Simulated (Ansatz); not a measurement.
## A convergence test on SnO2 (Cassiterite): k mesh of the hybrid

Wanted: the cheapest k mesh of the hybrid that holds the HSE06 gap of SnO2 (Cassiterite).

Method: DFT, HSE06, plane waves, PAW, in Ansatz 0.2.0.

### 1. The starting structure

Symmetry: P4_2/mnm, No. 136, tetragonal system. The conventional cell has a = 4.738 Å, b = 4.738 Å, c = 3.187 Å, α = 90.00°, β = 90.00°, γ = 90.00°. Nearest to Sn lie 6 O at 2.05 to 2.06 Å. O has 3 Sn at 2.05 to 2.06 Å nearest. Farther neighbours and most contacts between anions are not listed.

The cell and positions come from the Crystallography Open Database and are kept as given unless a step says otherwise. The default PAW set here is soft_2. Its files were made with PBE.

### 2. k mesh of the hybrid: 2×2×2

Input file input.yaml:

```yaml
crystal:
  lattice:
    - [4.738, 0.0, 0.0]
    - [0.0, 4.738, 0.0]
    - [0.0, 0.0, 3.1865]
  atoms:
    - { symbol: Sn, position: [0.0, 0.0, 0.0] }
    - { symbol: Sn, position: [0.5, 0.5, 0.5] }
    - { symbol: O, position: [0.3071, 0.3071, 0.0] }
    - { symbol: O, position: [0.1929, 0.8071, 0.5] }
    - { symbol: O, position: [0.6929, 0.6929, 0.0] }
    - { symbol: O, position: [0.8071, 0.1929, 0.5] }
kpoints:
  mp_grid: { grid: [2, 2, 2] }
  band_path:
    path:
      - [0.0, 0.0, 0.0]
      - [0.0, 0.5, 0.0]
      - [0.5, 0.5, 0.0]
      - [0.0, 0.0, 0.5]
      - [0.0, 0.5, 0.5]
      - [0.5, 0.5, 0.5]
    npoints: 1
hamiltonian:
  xc: hse06
scf:
  occupations: { method: fixed }
  n_extra_bands: 6
output:
  eigenvalues: true
```

Started as:

```sh
ansatz run input.yaml --threads 3 --pin off --max-ram 92160MiB --backend cuda --events-out ev --progress --plain --runs-dir out --devices 1 --max-vram 13GiB
```

Numbers of over 12 decimals in the logs are rounded to 6 here.

Output:

```text
scf.n_extra_bands = 6 over 26 filled bands (N_el = 52.0): the run solves 32 bands
exact exchange: scf.exx.singularity resolves to wigner_seitz, which cuts the screened interaction at the faces of the exchange supercell's Wigner-Seitz cell, so that each pair interacts once, at the shortest of its separations (the periodic images that this leaves out come, for a point-like exchange hole, to about 0.079 eV on a filled level). The cut falls within the interaction's reach, and what an exchange supercel [...]
GPUs: using 1 of 1 available (devices: 1).
Engine: ansatz 0.2.0, x86_64-unknown-linux-gnu
Pseudopotentials: kind: paw
Pseudopotential: Sn, paw, valence charge 14, recommended cutoff 420 eV (normal), Sn.paw.azcp
Pseudopotential: O, paw, valence charge 6, recommended cutoff 420 eV (normal), O.paw.azcp
Functional definition: HSE06
  parameter a = 0.25
  parameter omega = 0.11/bohr
  exchange = pbe_x - a*pbe_x_sr(omega) + a*exact_x_sr(omega)
  correlation = pbe_c
davidson cushion auto → on  (no smearing: the cushion is to keep the highest requested band from converging to the state above it; pin scf.eigensolver.cushion to override)
device memory: the entry about to start is reckoned to put 1.1 GiB on a device that reports 35.9 GiB free (of which the cap on the GPU budget leaves the run 13.0 GiB)
GPU FFT provider: cuFFT
GPU libraries: cuBLAS 13.8.2, cuFFT 12.4.0, cuSOLVER 12.3.4
Crystal: 6 atoms, lattice volume = 71.533 Å³
Basis set: ecut = 420 eV, 1411 PW (Γ)
Bands: 32, of which v1, the nominal top of the filled ones, is band 26 counted from 1 (25 counted from 0)
Symmetry: 16 space group operations
Space group: P42/mnm (ITA 136), of the structure as read, at distance tolerance 4.2e-5 Å
k-points: 6 of 8
Non-local potential: Sn, projectors of the file, l = 0: 2, l = 1: 2, l = 2: 2, l = 3: 2
Non-local potential: O, projectors of the file, l = 0: 2, l = 1: 2, l = 2: 1
PAW form: soft (Blöchl's): semilocal exchange-correlation on the pseudo side does not see the compensation charge
PAW frozen core: Sn, regenerated for the run's functional, and the local potential with it (the file was generated under x = pbe(κ = 0.804, μ = 0.219515), c = pbe(β = 0.066725))
PAW frozen core: O, regenerated for the run's functional, and the local potential with it (the file was generated under x = pbe(κ = 0.804, μ = 0.219515), c = pbe(β = 0.066725))
PAW one-centre angular grid: Sn, 590 points (default); XC on 64 Gauss nodes
PAW one-centre angular grid: O, 110 points (default); XC on 96 Gauss nodes
Initial density: superposition of atomic densities (neutral atoms: chi_scale 0, normalization atom), corrected by the library's trained network
Initial wavefunctions: pseudopotential atomic-orbital guess
GPU buffer pool allocated for 24576 grid points (all kernels)
GPU transforms: local potential and band sums: pruned to the plane-wave sphere, on 32×32×24
Functional: x = pbe(κ = 0.804, μ = 0.219515), c = pbe(β = 0.066725), warm-up for x = pbe(κ = 0.804, μ = 0.219515) + 0.25 (exact − pbe) at short range (hse, ω = 0.207870 Å⁻¹), c = pbe(β = 0.066725); HSE06 as pw.x's `hse` composes it (authors' and Libxc's form: `xc: wpbeh`)
SCF iter   1: F=—  HF=-14317.304397 eV  |F-HF|=—  |Δ(HF+E_count)|=         —  Δρ=7.80e-3  dr2=2.02e-2  ethr=1.77e-3  ⟨swp⟩=7.8  Hψ=900  notcnv=0
preconditioner: auto → none  [insulator: Δε(μ)=1.279 eV  Ē_g=19.737 eV  n_scr=18 (ndim 8)  ℏωp=31.7 eV  f_vac=0.027]
SCF iter   2: F=—  HF=-14317.304843 eV  |F-HF|=—  |Δ(HF+E_count)|=   4.47e-4  Δρ=4.22e-3  dr2=5.26e-3  ethr=3.88e-5  ⟨swp⟩=4.5  Hψ=612  notcnv=0
SCF iter   3: F=—  HF=-14317.303936 eV  |F-HF|=—  |Δ(HF+E_count)|=   9.07e-4  Δρ=1.85e-3  dr2=6.77e-4  ethr=1.01e-5  ⟨swp⟩=3.0  Hψ=504  notcnv=0
iter 4 solved again at ethr=7.97e-8 eV; its pass at ethr=1.30e-6 eV (dr2=4.15e-5 eV) is discarded
SCF iter   4: F=-14317.304038 eV  HF=-14317.304037 eV  |F-HF|=9.20e-7  |Δ(HF+E_count)|=   1.01e-4  Δρ=4.04e-4  dr2=3.96e-5  ethr=7.97e-8  ⟨swp⟩=3.8  Hψ=968  notcnv=0
[...]
SCF iter   1: F=—  HF=-14325.021447 eV  |F-HF|=—  |Δ(HF+E_count)|=         —  Δρ=1.03e-2  dr2=4.89e-2  ethr=7.61e-7  ⟨swp⟩=8.7  Hψ=1122  notcnv=0
preconditioner: auto → none  [insulator: Δε(μ)=3.055 eV  Ē_g=22.459 eV  n_scr=18 (ndim 8)  ℏωp=31.7 eV  f_vac=0.027]
SCF iter   2: F=—  HF=-14325.008574 eV  |F-HF|=—  |Δ(HF+E_count)|=   1.29e-2  Δρ=5.54e-3  dr2=9.82e-3  ethr=7.61e-7  ⟨swp⟩=5.0  Hψ=752  notcnv=0
SCF iter   3: F=—  HF=-14325.029704 eV  |F-HF|=—  |Δ(HF+E_count)|=   2.11e-2  Δρ=2.68e-3  dr2=4.85e-3  ethr=7.61e-7  ⟨swp⟩=4.8  Hψ=741  notcnv=0
SCF iter   4: F=—  HF=-14325.028236 eV  |F-HF|=—  |Δ(HF+E_count)|=   1.47e-3  Δρ=1.37e-4  dr2=5.40e-5  ethr=7.61e-7  ⟨swp⟩=4.0  Hψ=644  notcnv=0
SCF iter   5: F=—  HF=-14325.028561 eV  |F-HF|=—  |Δ(HF+E_count)|=   3.24e-4  Δρ=3.13e-4  dr2=6.18e-5  ethr=1.43e-8  ⟨swp⟩=5.0  Hψ=778  notcnv=0
SCF iter   6: F=-14325.028542 eV  HF=-14325.028542 eV  |F-HF|=2.09e-7  |Δ(HF+E_count)|=   1.91e-5  Δρ=2.17e-5  dr2=2.06e-6  ethr=1.43e-8  ⟨swp⟩=4.0  Hψ=652  notcnv=0
SCF 2 stopped early in 6 iterations: F = -14325.028542 eV  dr2 = 2.06e-6
hybrid outer 1: dexx = +2.450e-2 eV, tail = 1.23e-4 eV
GPU FFT provider: cuFFT
GPU libraries: cuBLAS 13.8.2, cuFFT 12.4.0, cuSOLVER 12.3.4
GPU buffer pool allocated for 24576 grid points (all kernels)
GPU transforms: local potential and band sums: pruned to the plane-wave sphere, on 32×32×24
Exchange kernel: α = 0.2500, screened, ω = 0.2079 Å⁻¹, Wigner–Seitz truncation, v(0) = 779.4846 eV·Å³, q-mesh 2×2×2, nearest image of the exchange supercell L = 6.37 Å, pair-density grid 30×30×20, without the augmentation charges, whose exchange is taken in its separable form by FFT convolution over the k-point mesh (sized by the pseudopotential files, 32×32×24 at the most), smooth part of the exact exchange by density-matrix convolution in up to 442.9 MiB of GPU memory as planned if the GPU has room (build and FFT work areas not counted)
Frozen-core exchange: fock
SCF iter   1: F=—  HF=-14325.027807 eV  |F-HF|=—  |Δ(HF+E_count)|=         —  Δρ=3.32e-5  dr2=5.67e-7  ethr=1.18e-6  ⟨swp⟩=3.7  Hψ=462  notcnv=0
preconditioner: auto → none  [insulator: Δε(μ)=3.047 eV  Ē_g=22.490 eV  n_scr=18 (ndim 8)  ℏωp=31.7 eV  f_vac=0.035]
SCF iter   2: F=—  HF=-14325.027811 eV  |F-HF|=—  |Δ(HF+E_count)|=   3.78e-6  Δρ=3.14e-5  dr2=2.97e-7  ethr=6.75e-10  ⟨swp⟩=6.2  Hψ=859  notcnv=0  defer=4
iter 3 solved again at ethr=5.16e-11 eV; its pass at ethr=5.31e-10 eV (dr2=2.68e-8 eV) is discarded
SCF iter   3: F=-14325.027811 eV  HF=-14325.027811 eV  |F-HF|=9.36e-9  |Δ(HF+E_count)|=   1.81e-8  Δρ=1.15e-5  dr2=4.10e-8  ethr=5.16e-11  ⟨swp⟩=3.0  Hψ=882  notcnv=0
SCF 3 converged in 3 iterations: F = -14325.027811 eV  dr2 = 4.10e-8
hybrid outer 2: dexx = +1.309e-6 eV, tail = 1.51e-7 eV, Δε = 4.78e-3 eV (about 2.61e-4 eV left of the loop's levels)
device memory: the entry about to start is reckoned to put 0.4 GiB on a device that reports 39.9 GiB free (of which the cap on the GPU budget leaves the run 13.0 GiB)
NSCF: frozen V_eff on 6 k-points
hybrid SCF converged: 2 outer / 9 inner (+4 warm-up), last move |dexx| = 1.31e-6 eV, tail = 1.51e-7 eV
Stability not checked: this state was not tested for a lower state beside it, because the functional holds exact exchange (a hybrid, or Hartree-Fock), whose exchange loop this test does not read (fock_operator; see scf.lower_state_search)
Free energy (F): -14325.027811 eV
Frozen-core exchange: fock
Harris-Foulkes:  -14325.027811 eV  (|F-HF|=9.36e-9)
Internal energy: -14325.027811 eV  (E = F + TS)
E sigma→0 (E₀):  -14325.027811 eV
Fermi energy:    8.261369 eV
--- Per-component energies (eV) ---
  E_band       = -218.055633
  E_kinetic    = 1088.399272
  E_local      = -2859.738927  (includes V_loc(G=0)·N_el)
  E_nonlocal   = 129.232462
  E_hartree    = 1496.226934
  E_xc         = -832.260029
  E_vxc        = -448.059834  (∫ρ·V_xc dr)
  E_exx        = -152.547017  (= α·E_x^exact, valence–valence)
  E_paw        = -9011.909818  (= ΣΔE_a)
  E_vpaw       = -815.261479  (= ΣTr[D̂ρ^β])
  E_aug_tail   = 0.009985  (compensation charges beyond the density's cutoff)
  E_ewald      = -4182.851779
  E_core_change = 0.411106  (= ΣΔE_core)
  E_smearing   = -0.000000  (= −TS)
  E_closure    = -0.000000  (closes the sum)
  Σ components = -14325.027811   (vs F -14325.027811, Δ=0.00e0)
--- Band table (eV; the first three rows and the last of 6) ---
  k-point 0: bands = [... 22 lower, 7.1633, 7.5417, 7.5417, 8.2614, 11.3077, 16.4471, 16.4837, 16.4837, ... 2 higher]
  k-point 1: bands = [... 22 lower, 6.4792, 6.4792, 6.8944, 6.8944, 16.5929, 16.5929, 20.0607, 20.0607, ... 2 higher]
  k-point 2: bands = [... 22 lower, 7.2158, 7.2158, 7.6603, 7.6603, 14.6072, 14.6072, 17.2669, 17.2669, ... 2 higher]
  k-point 5: bands = [... 22 lower, 7.2833, 7.2833, 7.3448, 7.3448, 15.1150, 15.1150, 19.0554, 19.0554, ... 2 higher]
```

It took 15 s on 1 × NVIDIA H100 80GB HBM3 (shared by 6 runs) with 3 threads of AMD EPYC 7R13 (Zen 3), shared host; peak memory 1.1 GiB.

Numbers from this step:

```
gap                     : 3.046 eV
valence top at          : Γ
conduction bottom at    : Γ
least direct gap        : 3.046 eV
exact-exchange fraction : 0.25
```

The gap is direct, at Γ.

### 3. k mesh of the hybrid: 2×2×4

Changes to input.yaml since step 2:

```diff
@@ -13,3 +13,3 @@
 kpoints:
-  mp_grid: { grid: [2, 2, 2] }
+  mp_grid: { grid: [2, 2, 4] }
   band_path:
```

Output:

```text
[...]
GPUs: using 1 of 1 available (devices: 1).
[...]
GPU FFT provider: cuFFT
GPU libraries: cuBLAS 13.8.2, cuFFT 12.4.0, cuSOLVER 12.3.4
Crystal: 6 atoms, lattice volume = 71.533 Å³
Basis set: ecut = 420 eV, 1411 PW (Γ)
Bands: 32, of which v1, the nominal top of the filled ones, is band 26 counted from 1 (25 counted from 0)
[... 1 set-up line as in the run before ...]
[...]
k-points: 9 of 16
[...]
Fermi energy:    8.187643 eV
[...]
--- Band table (eV; the first three rows and the last of 9) ---
  k-point 0: bands = [... 22 lower, 7.1652, 7.4676, 7.4676, 8.1876, 11.2450, 16.3827, 16.4292, 16.4292, ... 2 higher]
  k-point 1: bands = [... 22 lower, 5.8342, 7.3861, 7.3861, 7.6529, 13.9178, 17.3466, 18.6728, 18.6728, ... 2 higher]
  k-point 2: bands = [... 22 lower, 6.4238, 6.4238, 6.8362, 6.8362, 16.5819, 16.5819, 20.0328, 20.0328, ... 2 higher]
  k-point 8: bands = [... 22 lower, 7.2195, 7.2195, 7.2808, 7.2808, 15.1027, 15.1027, 19.0294, 19.0294, ... 2 higher]
[key lines of the parts left out:]
Free energy (F): -14325.511305 eV
```

The job ended after 17 s (1 × NVIDIA H100 80GB HBM3 (shared by 6 runs) with 3 threads; peak memory 1.1 GiB; 11 s of CPU time).

Numbers from this step:

- gap: 3.057 eV
- valence top at: Γ
- conduction bottom at: Γ
- least direct gap: 3.057 eV

The gap is 3.057 eV, +0.011 eV from the run before at this level.

### 4. k mesh of the hybrid: 4×4×4

Changes to input.yaml since step 3:

```diff
@@ -13,3 +13,3 @@
 kpoints:
-  mp_grid: { grid: [2, 2, 4] }
+  mp_grid: { grid: [4, 4, 4] }
   band_path:
```

Output:

```text
[...]
GPUs: using 1 of 1 available (devices: 1).
[...]
GPU FFT provider: cuFFT
GPU libraries: cuBLAS 13.8.2, cuFFT 12.4.0, cuSOLVER 12.3.4
Crystal: 6 atoms, lattice volume = 71.533 Å³
Basis set: ecut = 420 eV, 1411 PW (Γ)
Bands: 32, of which v1, the nominal top of the filled ones, is band 26 counted from 1 (25 counted from 0)
[... 1 set-up line as in the run before ...]
[...]
k-points: 18 of 64
[...]
Fermi energy:    8.185129 eV
[...]
--- Band table (eV; the first three rows and the last of 18) ---
  k-point 0: bands = [... 22 lower, 7.1613, 7.4717, 7.4717, 8.1851, 11.2260, 16.3816, 16.4277, 16.4277, ... 2 higher]
  k-point 1: bands = [... 22 lower, 5.8307, 7.3865, 7.3865, 7.6495, 13.9075, 17.3448, 18.6710, 18.6710, ... 2 higher]
  k-point 2: bands = [... 22 lower, 6.4199, 6.4199, 6.8332, 6.8332, 16.5791, 16.5791, 20.0303, 20.0303, ... 2 higher]
  k-point 17: bands = [... 22 lower, 7.2177, 7.2177, 7.2775, 7.2775, 15.0969, 15.0969, 19.0268, 19.0268, ... 2 higher]
[key lines of the parts left out:]
Free energy (F): -14325.528815 eV
```

Run time: 26 s. Hardware: 1 × NVIDIA H100 80GB HBM3 (shared by 6 runs) with 3 threads; peak memory 1.3 GiB.

This step gave:

```yaml
gap: 3.041 eV
valence_top_at: Γ
conduction_bottom_at: Γ
least_direct_gap: 3.041 eV
```

The gap is 3.041 eV, −0.016 eV from the run before at this level.

### 5. k mesh of the hybrid: 4×4×6

Changes to input.yaml since step 4:

```diff
@@ -13,3 +13,3 @@
 kpoints:
-  mp_grid: { grid: [4, 4, 4] }
+  mp_grid: { grid: [4, 4, 6] }
   band_path:
```

Output:

```text
[...]
GPUs: using 1 of 1 available (devices: 1).
[...]
GPU FFT provider: cuFFT
GPU libraries: cuBLAS 13.8.2, cuFFT 12.4.0, cuSOLVER 12.3.4
Crystal: 6 atoms, lattice volume = 71.533 Å³
Basis set: ecut = 420 eV, 1411 PW (Γ)
Bands: 32, of which v1, the nominal top of the filled ones, is band 26 counted from 1 (25 counted from 0)
[... 1 set-up line as in the run before ...]
[...]
k-points: 24 of 96
[...]
Fermi energy:    8.182690 eV
[...]
--- Band table (eV; the first three rows and the last of 24) ---
  k-point 0: bands = [... 22 lower, 7.1623, 7.4689, 7.4689, 8.1827, 11.2225, 16.3796, 16.4253, 16.4253, ... 2 higher]
  k-point 1: bands = [... 22 lower, 6.1988, 7.4949, 7.4949, 7.9366, 12.7236, 16.9809, 17.5873, 17.5873, ... 2 higher]
  k-point 2: bands = [... 22 lower, 5.6164, 7.1946, 7.1946, 7.2769, 15.0015, 17.3884, 19.0182, 19.7469, ... 2 higher]
  k-point 23: bands = [... 22 lower, 7.2159, 7.2159, 7.2755, 7.2755, 15.0963, 15.0963, 19.0262, 19.0262, ... 2 higher]
[key lines of the parts left out:]
Free energy (F): -14325.536183 eV
```

It took 26 s on 1 × NVIDIA H100 80GB HBM3 (shared by 6 runs) with 3 threads; peak memory 1.4 GiB.

This step gave:

```yaml
gap: 3.040 eV
valence_top_at: Γ
conduction_bottom_at: Γ
least_direct_gap: 3.040 eV
```

The gap is 3.040 eV, −0.001 eV from the run before at this level.

### 6. The series

Differences are against the last row; a negative gap means that bands overlap, and a run with a band path holds that path's time. Times are wall times on 1 × NVIDIA H100 80GB HBM3 (shared by 6 runs) with 3 threads of AMD EPYC 7R13 (Zen 3), shared host, good to a factor of about two.

| k mesh of the hybrid | gap (eV) | direct gap (eV) | gap error (eV) | energy error (meV/atom) | irreducible k | time |
| --- | --- | --- | --- | --- | --- | --- |
| 2×2×2 | 3.046 | 3.046 | +0.006 | +84.7 | 6 | 15 s |
| 2×2×4 | 3.057 | 3.057 | +0.017 | +4.1 | 9 | 17 s |
| 4×4×4 | 3.041 | 3.041 | +0.001 | +1.2 | 18 | 26 s |
| 4×4×6 | 3.040 | 3.040 | +0.000 | +0.0 | 24 | 26 s |

### 7. Outcome

```
2×2×2 : 3.046 eV
2×2×4 : 3.057 eV
4×4×4 : 3.041 eV
4×4×6 : 3.040 eV
```

**Reading.** The gap holds to 0.02 eV from 2×2×2 on, the cheapest setting tried. At 2×2×2 the gap is off by +0.006 eV and the energy by +85 meV/atom. The gap is read over the mesh and added points near the edges, so meshes differ mainly through the density and, for a hybrid, the exchange operator.

[Paths, hosts, dates, memory and timing lines, banners, echoed tables and standing remarks are left out of the program output.]

[Logs are printed without paths, hosts, clocks, repeated set-up lines and the standing remarks that a program may print on its own settings, such as how far it seeks lower states.]

[Runs of the session that timed out or met a known fault of the program may be left out.]

[Cells called generated may have been cut or substituted from an entry of the Crystallography Open Database or the Materials Project.]

[Hosts, paths, dates, database ids (printed as entryN), source tags and the programs' standing remarks are cut or masked in the printed files.]
